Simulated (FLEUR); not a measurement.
# MnSe: exchange couplings by hand from total energies

Aim: get Heisenberg couplings of MnSe from the energies of collinear orders, with pencil and paper, and test them on an order left out of the fit.

Calculated with FLEUR MaX-R8.1; PBEsol with U = 4 eV on Mn d; all-electron FLAPW, Dirac cores, scalar-relativistic bands.

The database entry behind the starting cell differs from later determinations by our own check (about 0.4 % short), so it need not match the best structure at ambient conditions.

## 1. The starting structure

Symmetry: Fm-3m, No. 225, cubic system. The conventional cell has a = 5.440 Å, b = 5.440 Å, c = 5.440 Å, α = 90.00°, β = 90.00°, γ = 90.00°. Mn has 6 Se at 2.72 Å nearest. Nearest to Se lie 6 Mn at 2.72 Å. Farther neighbours and most contacts between anions are not listed.

As a file:

```xyz
2
Lattice="0.0000 2.7200 2.7200 2.7200 0.0000 2.7200 2.7200 2.7200 0.0000" Properties=species:S:1:pos:R:3 pbc="T T T"
Mn    0.0000    0.0000    0.0000
Se    2.7200    2.7200    2.7200
```

## 2. The parallel order

All energies count from this run. The U counters the self-interaction that shrinks the moments of a localised shell.

inpgen writes inp.xml from crystal.txt; cutoffs, mixing, functional, smearing and local orbitals are then set in the file. The k list default-1 (kpts.xml, not shown) is a Γ-centred 8×8×8 mesh; where the ranks do not divide the number of points, some are split in two of half the weight.

Contents of inp.xml:

```
<?xml version="1.0" encoding="UTF-8" standalone="no"?>
<fleurInput fleurInputVersion="0.39">
   <comment>
      MnSe
   </comment>
   <calculationSetup>
      <cutoffs Kmax="3.6" Gmax="10.8" GmaxXC="10.8" numbands="0"/>
      <scfLoop itmax="130" minDistance="0.0001" maxIterBroyd="15" imix="Anderson" alpha="0.05" precondParam="0.0" spinf="2.0" sdNocoIR="T"/>
      <coreElectrons ctail="T" frcor="F" kcrel="0" coretail_lmax="0"/>
      <xcFunctional name="PBEs" relativisticCorrections="F"/>
      <magnetism jspins="2"/>
      <soc l_soc="F" theta="0.0" phi="0.0" spav="F"/>
      <expertModes spex="0" secvar="F"/>
      <geometryOptimization l_f="F" forcealpha="1.0" forcemix="BFGS" epsdisp="0.00001" epsforce="0.00001"/>
      <ldaU l_linMix="F" mixParam="0.05" spinf="1.0"/>
   </calculationSetup>
   <cell>
      <bzIntegration valenceElectrons="31.0" mode="hist" fermiSmearingEnergy="0.00293995">
         <kPointListSelection listName="default-1"/>
         <xi:include xmlns:xi="http://www.w3.org/2001/XInclude" href="kpts.xml"> </xi:include>
      </bzIntegration>
      <xi:include xmlns:xi="http://www.w3.org/2001/XInclude" href="sym.xml"> </xi:include>
      <bulkLattice scale="1.0">
         <bravaisMatrix>
            <row-1>    0.0000000000000000     5.1400550589120000     5.1400550589120000</row-1>
            <row-2>    5.1400550589120000     0.0000000000000000     5.1400550589120000</row-2>
            <row-3>    5.1400550589120000     5.1400550589120000     0.0000000000000000</row-3>
         </bravaisMatrix>
      </bulkLattice>
   </cell>
   <atomSpecies>
      <species name="Manganese 4.500" element="Mn" atomicNumber="25">
         <mtSphere radius="2.51" gridPoints="829" logIncrement="0.015"/>
         <atomicCutoffs lmax="10" lnonsphr="8"/>
         <electronConfig flipSpins="F">
            <coreConfig>(1s1/2) (2s1/2) (2p1/2) (2p3/2)</coreConfig>
            <valenceConfig>(3s1/2) (3p1/2) (3p3/2) (4s1/2) (3d3/2) (3d5/2)</valenceConfig>
            <stateOccupation state="(3d3/2)" spinUp="1.75" spinDown="0.25"/>
            <stateOccupation state="(3d5/2)" spinUp="3.0" spinDown="0.0"/>
         </electronConfig>
         <energyParameters s="4" p="4" d="3" f="4"/>
         <ldaU l="2" U="4.0" J="0.0" l_amf="F"/>
         <lo type="SCLO" l="0" n="3" eDeriv="0"/>
         <lo type="SCLO" l="1" n="3" eDeriv="0"/>
      </species>
      <species name="Selenium (Se)" element="Se" atomicNumber="34">
         <mtSphere radius="2.51" gridPoints="829" logIncrement="0.015"/>
         <atomicCutoffs lmax="10" lnonsphr="8"/>
         <electronConfig flipSpins="F">
            <coreConfig>(1s1/2) (2s1/2) (2p1/2) (2p3/2) (3s1/2) (3p1/2) (3p3/2)</coreConfig>
            <valenceConfig>(4s1/2) (3d3/2) (3d5/2) (4p1/2) (4p3/2)</valenceConfig>
            <stateOccupation state="(4p1/2)" spinUp="0.666667" spinDown="0.666667"/>
            <stateOccupation state="(4p3/2)" spinUp="1.333333" spinDown="1.333333"/>
         </electronConfig>
         <energyParameters s="4" p="4" d="3" f="4"/>
      </species>
   </atomSpecies>
   <atomGroups>
      <atomGroup species="Manganese 4.500">
         <relPos label="                   1">.0000000000 .0000000000 .0000000000</relPos>
         <force calculate="T" relaxXYZ="TTT"/>
      </atomGroup>
      <atomGroup species="Selenium (Se)">
         <relPos label="                   2">1.000/2.000 1.000/2.000 1.000/2.000</relPos>
         <force calculate="T" relaxXYZ="TTT"/>
      </atomGroup>
   </atomGroups>
   <output dos="F" band="F" slice="F">
      <bandDOS minEnergy="-.5*Htr" maxEnergy="0.5*Htr" sigma="0.015" storeEVData="T"/>
      <plotting iplot="0" polar="F">
         <plot TwoD="T" vec1="  1.0  0.0  0.0" vec2="  0.0  1.0  0.0" vec3="  0.0  0.0  1.0" zero="  0.0  0.0  0.0" file="plot"/>
      </plotting>
      <moessbauerParams electricFieldGradient="F" isomerShift="F" coreHyperfine="F" valenceHyperfine="F"/>
   </output>
</fleurInput>
```

Contents of crystal.txt:

```
MnSe
&input film=F cartesian=F /
0.00000000000  2.72000000000  2.72000000000
2.72000000000  0.00000000000  2.72000000000
2.72000000000  2.72000000000  0.00000000000
1.8897261246
1.0 1.0 1.0

2
25 0.00000000000  0.00000000000  0.00000000000 : 4.500
34 0.50000000000  0.50000000000  0.50000000000

&kpt div1=8 div2=8 div3=8 gamma=T /
```

Run with:

```
$ OMP_NUM_THREADS=1 inpgen -f crystal.txt > inpgen.log  # inp.xml is then edited as shown
$ OMP_NUM_THREADS=1 mpirun -n 4 fleur_MPI > fleur.log
```

Output:

```text
Welcome to FLEUR        (www.flapw.de)
      MaX-Release 8.1          (www.max-centre.eu)

 ========== k-point set info ==========
 Selected k-point list: default-1
 k-point list type: mesh
 0 x 0 x 0
 Number of k points: 32

 [... set-up left out ...]
 no density matrix found ... skipping LDA+U
 Reset of history
 Iteration:     1   Distance:       4.64113257 me/bohr^3
 Iteration:     2   Distance:       7.10768967 me/bohr^3
 Iteration:     3   Distance:       6.73396351 me/bohr^3
 Iteration:     4   Distance:       2.07943723 me/bohr^3
[...]
[... left out ...]
            <freeEnergy value="-3586.1022194516"/>
            <extrapolationTo0K value="-3586.1022193690"/>
         </totalEnergy>
         [... left out ...]
         <ldaUDensityMatrixConvergence>
            <distance spin="1" distance="0.000000"/>
            <distance spin="2" distance="0.000001"/>
         </ldaUDensityMatrixConvergence>
         <densityConvergence units="me/bohr^3">
            <chargeDensity spin="1" distance="0.0000155269"/>
            <chargeDensity spin="2" distance="0.0000342242"/>
            <overallChargeDensity distance="0.0000455695"/>
            <spinDensity distance="0.0000273529"/>
         </densityConvergence>
      </iteration>
```

Wall time 10 s (4 MPI ranks of AMD EPYC 9R14 (Zen 4), shared host); peak memory 0.26 GiB; 39 s of CPU time.

Spin moment in the muffin-tin sphere by atom:

| atom | spin moment in the muffin-tin sphere (μB) |
| --- | --- |
| Mn1 | 4.70 |
| Se2 | 0.09 |

Read from the output:

| Quantity | Value |
| --- | --- |
| free energy | -97582.8126 eV |
| program's band gap on this mesh (in a metal only a level spacing) | 1.186 eV |
| magnetization | 5 μB |
| final state | ferromagnetic |

After 15 cycles the largest moment stands at 4.70 μB.

## 3. The orders used for the fit

The other orders were run with the same settings, on meshes that hold the same points. Free energies are divided by the number of Mn atoms; q is in fractions of the reciprocal vectors of the first run's cell.

| order | atoms | mesh | free energy (eV) | eV per Mn | largest moment (μB) |
| --- | --- | --- | --- | --- | --- |
| F + | 2 | 8×8×8 | -97582.8126 | -97582.8126 | 4.70 |
| AF q=(0,1/2,1/2) +- | 4 | 8×4×8 | -195165.6375 | -97582.8187 | 4.67 |

## 4. Counting neighbours

With E = −Σ J e_i·e_j over ordered pairs of unit vectors, turning a neighbour from parallel to opposed costs 2J a Mn atom. So an order lies 2 Σ n J over the parallel one, n being the opposed neighbours in each shell.

| shell | distance (Å) | neighbours | opposed in AF q=(0,1/2,1/2) +- | opposed in AF q=(0,0,1/2) +- |
| --- | --- | --- | --- | --- |
| J1 | 3.85 | 12 | 8 | 6 |
| J2 | 5.44 | 6 | 0 | 6 |

Only J1 is kept.

## 5. Solving

```
2 × 8 × J1 = -6.1 meV    (AF q=(0,1/2,1/2) +-)
J1 = -0.38 meV
```

## 6. The test

The couplings now give the orders that were left out:

```
2 × 6 × (-0.38) = -4.6 meV    (AF q=(0,0,1/2) +-)
```

The runs themselves:

| order | atoms | mesh | free energy (eV) | eV per Mn | largest moment (μB) | over the parallel order (meV) | foretold (meV) |
| --- | --- | --- | --- | --- | --- | --- | --- |
| AF q=(0,0,1/2) +- | 4 | 8×8×4 | -195165.6746 | -97582.8373 | 4.62 | -24.7 | -4.6 |

## 7. One more shell

One try is to add the next shell, though changing moments can also cause the miss. Both differences then fix both couplings, and no order is left for a test.

```
2 × 8 × J1 = -6.1 meV    (AF q=(0,1/2,1/2) +-)
2 × 6 × J1 + 2 × 6 × J2 = -24.7 meV    (AF q=(0,0,1/2) +-)
J1 = -0.38 meV
J2 = -1.68 meV
```

## 8. Outcome

```json
{"effective coupling of the reversed pairs, counted on J1 (Mn–Mn at 3.85 Å)": "-0.38 meV", "largest miss on the orders left out": "20 meV", "J1 with two shells": "-0.38 meV", "J2 with two shells": "-1.68 meV"}
```

**Reading.** The model misses the order left out by 20 meV, 82 % of the largest distance from the parallel order, so it fails: these couplings alone don't describe the crystal. With the next shell added the couplings are J1 = -0.38 and J2 = -1.68 meV, untested. The largest moments of the orders differ by 1.7 % of the greatest. One difference fixes one number: it sums all reversed shells and need not be the coupling of the nearest one, even in sign.

[Logs and program files are shortened in this print: banners, set-up blocks, solver, clock and traceback lines can be left out without a mark of their own.]

[Logs are printed without paths, hosts, clocks, repeated set-up lines and the standing remarks that a program may print on its own settings, such as how far it seeks lower states.]

[Hosts, paths, dates, database ids (printed as entryN), source tags and the programs' standing remarks are cut or masked in the printed files.]

[Where a cell is said to come from a database of computed structures, the database is the Materials Project.]
